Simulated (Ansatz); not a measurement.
# A thicker film of BaZrO3 (001), ZrO2 faces from two thinner ones

In a field along its normal an insulating film takes a dipole p. Written as a length, p/(ε₀AE), it should grow by 1 − 1/ε for each ångström added.

**Method.** Ansatz 0.2.0, plane waves with PAW datasets (its set soft_2), LDA; perovskite films relaxed at a bulk in-plane lattice constant near the measured one, then held in weak fields of both signs with a dipole correction (A is the cell's area, E the outer field).

```
    run  distance between the outer atoms (Å)  p/(ε₀AE) (Å)
2 units                                 8.040         8.757
3 units                                12.168        12.050
5 units                                20.422             ?
```

**Question.** What value belongs in the row marked “?”, and how far can the other rows tell?

Two rows fix a line: slope = (12.050 − 8.757) / (12.168 − 8.040) = 0.7977, intercept 2.3435. That slope means ε = 1/(1 − 0.7977) = 4.94. At 20.422 it gives 0.7977 × 20.422 + 2.3435 = 18.634 Å, beyond the rows fitted. Rounding of the rows alone allows about ±0.004 Å there; two rows can't show whether the line holds.

The run itself gives 18.630 Å: a miss of −0.004 Å, or 0.0 % of the value. The length is met to within 1 %, though ε is more sensitive than the length: the two thickest films give ε = 4.93.

**Limits.** This is the electronic response alone. A unit is one step of the cut along the normal (a plane, a pair of planes or a cell), and the layers relax along it, away from their bulk spacing where the functional's lattice constant differs from the one held.

[Logs are printed without paths, hosts, clocks, repeated set-up lines and the standing remarks that a program may print on its own settings, such as how far it seeks lower states.]
